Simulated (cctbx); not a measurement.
**Lattice, Laue class and space group of a new crystal**

Cell: a = 10.1010 Å, b = 11.6430 Å, c = 6.0930 Å, α = 90.00°, β = 90.00°, γ = 90.00°. Expected content of the cell: Ir12 Er8 Ge20.

The data are simulated with cctbx, not measured: Ag Kα, λ = 0.56087 Å, to d = 0.84 Å, 80 % of the full sphere, strongest reflection 20000 counts, noise from counting, a 1.5 % proportional error and a noise floor of 8 counts (s.d.); no absorption.

A first pass over the reflections prints:

```text
4036 reflections to d = 0.841 A
centring   violations  <I/sigma> of those
    A        774 of  2000      8.2
    B        771 of  2029      8.4
    C        627 of  2025      6.4
    I          0 of  2032      0.0
    R       1027 of  2695      8.4
    F       1086 of  3027      7.7
Laue class    unique    Rint  (classes that these axes allow; Friedel mates merged)
I 1 2/m 1         664   0.023
I 1 1 2/m         692   0.023
I 2/m 1 1         664   0.023
I m m m           387   0.025
space group    extra absences  I>4sigma  <I/sigma>
I 2 2 2                 0          0         -  acentric
I 21 21 21              0          0         -  acentric
I m m 2                 0          0         -  acentric
I 2 m m                 0          0         -  acentric
I m 2 m                 0          0         -  acentric
I b a 2               113          0      -0.1  acentric
I m a 2                54          0      -0.3  acentric
I b m 2                59          0       0.0  acentric
I 2 c m                54          0      -0.3  acentric
I c 2 m                59          0       0.0  acentric
I m m m                 0          0         -  centric
I b a m               113          0      -0.1  centric
I b m m                59          0       0.0  centric
I c m m                59          0       0.0  centric
I m c m                54          0      -0.3  centric
I m a m                54          0      -0.3  centric
Wilson B = 0.82 A^2   <|E^2-1|> = 0.877 (0.968 centric, 0.736 acentric)   E^2>4: 2.5 %
shell (A)         n   <I/sigma>
 7.63 - 1.68     56     36.4
 1.68 - 1.33     52     42.9
 1.33 - 1.16     48     37.1
 1.16 - 1.06     47     36.5
 1.06 - 0.98     47     43.7
 0.98 - 0.93     44     26.0
 0.93 - 0.88     51     28.5
 0.88 - 0.84     42     25.2
```

Q: Read the symmetry from these tables.

The reflections that I centring forbids are absent (⟨I/σ⟩ near 0), so the lattice is I.

Rint stays low (0.023 to 0.025) up to I m m m, the highest class in these axes.

16 settings pass the absence test. The most absences obeyed, 113, belong to I b a 2 and I b a m, which absences can't tell apart.

⟨|E²−1|⟩ = 0.877 lies between the two ideal values. The Wilson B of 0.82 Å² means U ≈ 0.0104 Å².

The true group is Ibam (no. 72), Laue class mmm, centrosymmetric. The tables only narrow the choice to the tied entries; cell content, site symmetry and trial solutions must settle it.

This is a model crystal, built by substitution and not relaxed, with assumed displacement parameters.

[Logs are printed without paths, hosts, clocks, repeated set-up lines and the standing remarks that a program may print on its own settings, such as how far it seeks lower states.]
